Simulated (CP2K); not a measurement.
Two runs for the C K edge of 1,2-azaborine. Run A: CP2K XAS_TDP, all-electron GAPW, PBEh(45%), aug-cc-pVDZ, TDA, no relativity. Run B differs in one setting.

First lines with a strength over 0.0015. A:

```
                     atom  energy (eV)  states  strength, one atom
 C1 (bonded to 2 C and H)       281.00       1              0.0530
                                284.07       1              0.0028
                                284.41       1              0.0099
                                285.21       1              0.0030
                                285.88       2              0.0019
 C2 (bonded to 2 C and H)       281.76       1              0.0379
                                282.74       1              0.0115
                                283.88       1              0.0093
                                284.77       1              0.0023
                                285.36       1              0.0026
C3 (bonded to C, N and H)       281.95       1              0.0560
                                284.92       1              0.0132
                                285.14       1              0.0018
                                286.45       1              0.0025
                                287.73       1              0.0053
C6 (bonded to B, C and H)       280.35       1              0.0410
                                282.73       1              0.0067
                                283.48       1              0.0064
                                284.05       1              0.0031
                                284.68       1              0.0015
```

B:

```
                     atom  energy (eV)  states  strength, one atom
 C1 (bonded to 2 C and H)       283.12       1              0.0573
                                286.47       1              0.0031
                                286.54       1              0.0122
                                287.42       1              0.0025
                                288.87       1              0.0060
 C2 (bonded to 2 C and H)       283.90       1              0.0447
                                285.17       1              0.0084
                                285.98       1              0.0114
                                286.94       1              0.0020
                                287.51       1              0.0024
C3 (bonded to C, N and H)       284.05       1              0.0600
                                287.02       1              0.0155
                                287.67       1              0.0016
                                288.69       1              0.0023
                                289.44       1              0.0017
C6 (bonded to B, C and H)       282.42       1              0.0451
                                285.02       1              0.0067
                                285.51       1              0.0088
                                286.18       1              0.0030
                                286.93       1              0.0015
```

Question: Which was it: the basis, the functional, scalar relativity switched on, GW2X switched on?

The functional (functional from PBEh(45%) to BHandHLYP; the lines alone don't name the new value). A functional moves all lines by electronvolts and changes their spacings and strengths. Against PBEh(45%) in aug-cc-pVDZ, the leading lines move by +2.12 eV (C1, to 283.12), +2.14 eV (C2, to 283.90), +2.10 eV (C3, to 284.05) and +2.07 eV (C6, to 282.42); the strength of C1's goes from 0.0530 to 0.0573. The next line of C1 over the strength cut lies 3.35 eV higher, against 3.07.

[Banner, clock and machine lines of the logs are left out without a mark of their own.]

[Logs are printed without paths, hosts, clocks, repeated set-up lines and the standing remarks that a program may print on its own settings, such as how far it seeks lower states.]

[Hosts, paths, dates, database ids (printed as entryN), source tags and the programs' standing remarks are cut or masked in the printed files.]
